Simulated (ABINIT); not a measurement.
# TiNF (Pmmn): one start, several treatments of the self-energy

How much does the gap of TiNF (Pmmn) depend on the approximation to the self-energy?

Main program and level: ABINIT 10.8.3; PBEsol and many-body steps on it, plane waves.

This is a report of a sequence of runs, with most program output left out.

## (1) The starting structure

Symmetry: Pmmn, No. 59, orthorhombic system. Conventional cell: a = 3.062 Å, b = 3.964 Å, c = 7.871 Å, α = 90.00°, β = 90.00°, γ = 90.00°. Nearest to Ti lie 4 N at 2.01 Å and 2 F at 2.04 Å. Nearest to N lie 4 Ti at 2.01 Å. F has 2 Ti at 2.04 Å nearest. Farther neighbours and most contacts between anions are not listed.

The cell and positions are those that the Materials Project relaxed with its own functionals (PBE, PBE+U or r2SCAN), kept fixed.

## (2) Empty states on the mesh, 4×2×1 mesh, 104 bands

This step: ABINIT 10.8.3; DFT, PBEsol, plane waves, norm-conserving pseudopotentials.

The sums over transitions need many empty states on a uniform mesh; this step solves for them.

File run.abi:

```
acell 3*1.0 Angstrom
rprim 
  3.062004000000 0.000000000000 0.000000000000
  0.000000000000 3.964387000000 0.000000000000
  0.000000000000 0.000000000000 7.870826000000
ntypat 3
znucl 22 7 9
natom 6
typat 1 1 2 2 3 3
xred 
  0.500000000000 0.000000000000 0.895914000000
  0.000000000000 0.500000000000 0.104086000000
  0.500000000000 0.500000000000 0.939316000000
  0.000000000000 0.000000000000 0.060684000000
  0.000000000000 0.000000000000 0.724624000000
  0.500000000000 0.500000000000 0.275376000000
pp_dirpath "pseudos"
pseudos "Ti.upf, N.upf, F.upf"
ecut 38
ngkpt 4 2 1
nshiftk 1
shiftk 0 0 0
kptopt 1
chksymbreak 0
iscf -2
irdden 1
istwfk *1
nband 104
nbdbuf 8
tolwfr 1e-09
nstep 60
prtvol 0
indata_prefix "in"
outdata_prefix "out"
tmpdata_prefix "tmp"
```

Launch:

```console
> OMP_NUM_THREADS=1 mpirun -n 4 abinit run.abi > log
```

It took 37 s on 4 MPI ranks of Arm Neoverse V2, shared host; peak memory 0.41 GiB; 2.5 min of CPU time.

This step gave:

- gap: 0.6833 eV
- k of the valence top: 0, 0, 0
- k of the conduction bottom: 0, 0, 0
- least direct gap: 0.6833 eV
- k points computed: 6
- lowest point of the top converged band, above the valence top: 42.13 eV

On this mesh the gap is 0.683 eV.

The density comes from a self-consistent run that is not shown.

## (3) Screening, 4×2×1 mesh, 96 bands, screening to 122.5 eV

The RPA dielectric matrix is built and inverted for each q.

This step: RPA screening on PBEsol, plane waves, norm-conserving pseudopotentials.

run.abi: that of step 2 with these lines changed.

```diff
@@ -24,10 +24,11 @@
 chksymbreak 0
-iscf -2
-irdden 1
 istwfk *1
-nband 104
-nbdbuf 8
-tolwfr 1e-09
-nstep 60
-prtvol 0
+occopt 1
+irdwfk 1
+optdriver 3
+nband 96
+ecuteps 4.5
+inclvkb 2
+awtr 1
+symchi 1
 indata_prefix "in"
```

Wall time 23 s (4 MPI ranks); peak memory 1.1 GiB; 91 s of CPU time.

This step gave:

```
ε∞ with local fields, on this mesh, along the program's q direction : 11.25
the same without local fields                                       : 12.30
plasma frequency                                                    : 26.32 eV
plane waves in the screening matrix                                 : 293
```

Local fields lower ε∞ by 8 %. On a Γ-centred mesh this coarse the value itself is usually too large, while a short band sum pulls it down.

## (4) G0W0, Godby-Needs plasmon pole

The self-energy is evaluated for the states that the input lists, and the levels follow from it, in one-shot runs by the linearised quasiparticle equation.

This step: G0W0 on PBEsol, plane waves, norm-conserving pseudopotentials.

run.abi: that of step 3 with these lines changed.

```diff
@@ -27,8 +27,15 @@
 irdwfk 1
-optdriver 3
+optdriver 4
 nband 96
+gwcalctyp 0
+ecutsigx 38
+symsigma 1
+nkptgw 1
+kptgw 
+  0.0000000000 0.0000000000 0.0000000000
+bdgw 
+  23 26
 ecuteps 4.5
-inclvkb 2
-awtr 1
-symchi 1
+irdscr 1
+ppmodel 1
 indata_prefix "in"
```

Wall time 5.5 s (4 MPI ranks); peak memory 0.86 GiB; 22 s of CPU time.

Numbers from this step:

| Quantity | Value |
| --- | --- |
| G0W0 gap on the points computed | 1.717 eV |
| starting gap on the mesh | 0.6833 eV |
| k of the valence top | 0, 0, 0 |
| k of the conduction bottom | 0, 0, 0 |
| Z at the valence top | 0.748 |
| Z at the conduction bottom | 0.747 |
| least direct G0W0 gap on the computed points | 1.717 eV |

The gap on the mesh goes from 0.68 eV to 1.72 eV, a correction of +1.03 eV.

## (5) G0W0, Hybertsen-Louie plasmon pole

run.abi: that of step 4 with these lines changed.

```diff
@@ -39,3 +39,3 @@
 irdscr 1
-ppmodel 1
+ppmodel 2
 indata_prefix "in"
```

It took 5.5 s on 4 MPI ranks; peak memory 0.85 GiB; 21 s of CPU time.

This step gave:

| Quantity | Value |
| --- | --- |
| G0W0 gap on the points computed | 2.249 eV |
| starting gap on the mesh | 0.6833 eV |
| k of the valence top | 0, 0, 0 |
| k of the conduction bottom | 0, 0, 0 |
| Z at the valence top | 0.829 |
| Z at the conduction bottom | 0.837 |
| least direct G0W0 gap on the computed points | 2.249 eV |

Against G0W0 in ABINIT (4×2×1 mesh, 96 bands, screening to 122.5 eV, Godby-Needs plasmon pole), the gap moves by +0.532 eV.

## (6) G0W0, von der Linden-Horsch plasmon pole

run.abi: that of step 5 with these lines changed.

```diff
@@ -39,3 +39,3 @@
 irdscr 1
-ppmodel 2
+ppmodel 3
 indata_prefix "in"
```

Wall time 4.8 s (4 MPI ranks); peak memory 0.81 GiB.

This step gave:

| Property | Result |
| --- | --- |
| G0W0 gap on the points computed | 1.865 eV |
| starting gap on the mesh | 0.6833 eV |
| k of the valence top | 0, 0, 0 |
| k of the conduction bottom | 0, 0, 0 |
| least direct G0W0 gap on the computed points | 1.865 eV |

Against G0W0 in ABINIT (4×2×1 mesh, 96 bands, screening to 122.5 eV, Godby-Needs plasmon pole), the gap moves by +0.148 eV.

## (7) G0W0, Engel-Farid plasmon pole

run.abi: that of step 6 with these lines changed.

```diff
@@ -39,3 +39,3 @@
 irdscr 1
-ppmodel 3
+ppmodel 4
 indata_prefix "in"
```

It took 4.8 s on 4 MPI ranks; peak memory 0.82 GiB.

This step gave:

```yaml
g0w0_gap_on_the_points_computed: 1.838 eV
starting_gap_on_the_mesh: 0.6833 eV
k_of_the_valence_top: 0, 0, 0
k_of_the_conduction_bottom: 0, 0, 0
least_direct_g0w0_gap_on_the_computed_points: 1.838 eV
```

Against G0W0 in ABINIT (4×2×1 mesh, 96 bands, screening to 122.5 eV, Godby-Needs plasmon pole), the gap moves by +0.121 eV.

## (8) One-shot Hartree-Fock

This step: one-shot Hartree-Fock on PBEsol, plane waves, norm-conserving pseudopotentials.

run.abi: that of step 7 with these lines changed.

```diff
@@ -28,4 +28,4 @@
 optdriver 4
-nband 96
-gwcalctyp 0
+nband 28
+gwcalctyp 5
 ecutsigx 38
@@ -37,5 +37,4 @@
   23 26
-ecuteps 4.5
-irdscr 1
-ppmodel 4
+ixc_sigma 40
+fftgw 31
 indata_prefix "in"
```

It took 3.4 s on 4 MPI ranks; peak memory 0.7 GiB.

This step gave:

```yaml
quasiparticle_gap_on_the_points_computed: 10.28 eV
starting_gap_on_the_mesh: 0.6833 eV
k_of_the_valence_top: 0, 0, 0
k_of_the_conduction_bottom: 0, 0, 0
least_direct_quasiparticle_gap_on_the_computed_points: 10.28 eV
```

Against G0W0 in ABINIT (4×2×1 mesh, 96 bands, screening to 122.5 eV, Godby-Needs plasmon pole), the gap moves by +8.564 eV.

## (9) Side by side

Times are wall times on 4 MPI ranks of Arm Neoverse V2, shared host, good to a factor of about two. A run's time includes the screening step that it read.

| run | mesh | bands | screening cutoff (eV) | DFT gap (eV) | gap on the mesh (eV) | direct (eV) | ε∞ used | time |
| --- | --- | --- | --- | --- | --- | --- | --- | --- |
| G0W0, Godby-Needs plasmon pole | 4×2×1 | 96 | 122.5 | 0.683 | 1.717 | 1.717 | 11.25 | 28 s |
| G0W0, Hybertsen-Louie plasmon pole | 4×2×1 | 96 | 122.5 | 0.683 | 2.249 | 2.249 | 11.25 | 28 s |
| G0W0, von der Linden-Horsch plasmon pole | 4×2×1 | 96 | 122.5 | 0.683 | 1.865 | 1.865 | 11.25 | 28 s |
| G0W0, Engel-Farid plasmon pole | 4×2×1 | 96 | 122.5 | 0.683 | 1.838 | 1.838 | 11.25 | 28 s |
| one-shot Hartree-Fock | 4×2×1 | - | - | 0.683 | 10.281 | 10.281 | - | 3.4 s |

## (10) What came out

* G0W0, Godby-Needs plasmon pole: 1.717 eV
* G0W0, Hybertsen-Louie plasmon pole: 2.249 eV
* G0W0, von der Linden-Horsch plasmon pole: 1.865 eV
* G0W0, Engel-Farid plasmon pole: 1.838 eV
* one-shot Hartree-Fock: 10.281 eV
* known limits: not at the basis limit; coarse k mesh

What this shows: G0W0, Hybertsen-Louie plasmon pole: +0.532 eV against G0W0, Godby-Needs plasmon pole. G0W0, von der Linden-Horsch plasmon pole: +0.148 eV against G0W0, Godby-Needs plasmon pole. G0W0, Engel-Farid plasmon pole: +0.121 eV against G0W0, Godby-Needs plasmon pole. One-shot Hartree-Fock: +8.564 eV against G0W0, Godby-Needs plasmon pole. Bare exchange alone opens the gap to 10.28 eV; against G0W0, correlation takes back 8.56 eV. Bands and cutoff are finite, so the gap is not at the basis limit. The miss can reach some tenths of an eV and take either sign; the mesh is an error of its own. In the G0W0 runs levels were corrected at 1 k point alone, so a gap called «on the mesh» is the least over those, and an edge elsewhere would be missed. The 4×2×1 mesh is coarse for this cell, which bears on the long-range parts of exchange and screening.

[Paths, hosts, dates, memory and timing lines, banners, echoed tables and standing remarks are left out of the program output.]

[Logs are printed without paths, hosts, clocks, repeated set-up lines and the standing remarks that a program may print on its own settings, such as how far it seeks lower states.]

[Runs of the session that timed out or met a known fault of the program may be left out.]

[Hosts, paths, dates, database ids (printed as entryN), source tags and the programs' standing remarks are cut or masked in the printed files.]

[G0W0 gaps are taken among the corrected bands and points alone; a level outside them can change the order at an edge.]

[Where Ansatz stands beside ABINIT at settings called matched, ABINIT's density can come from a denser mesh and the files from another edition; pairs whose starting gaps differed by over 0.03 eV were left out, so agreement reads better than it is.]
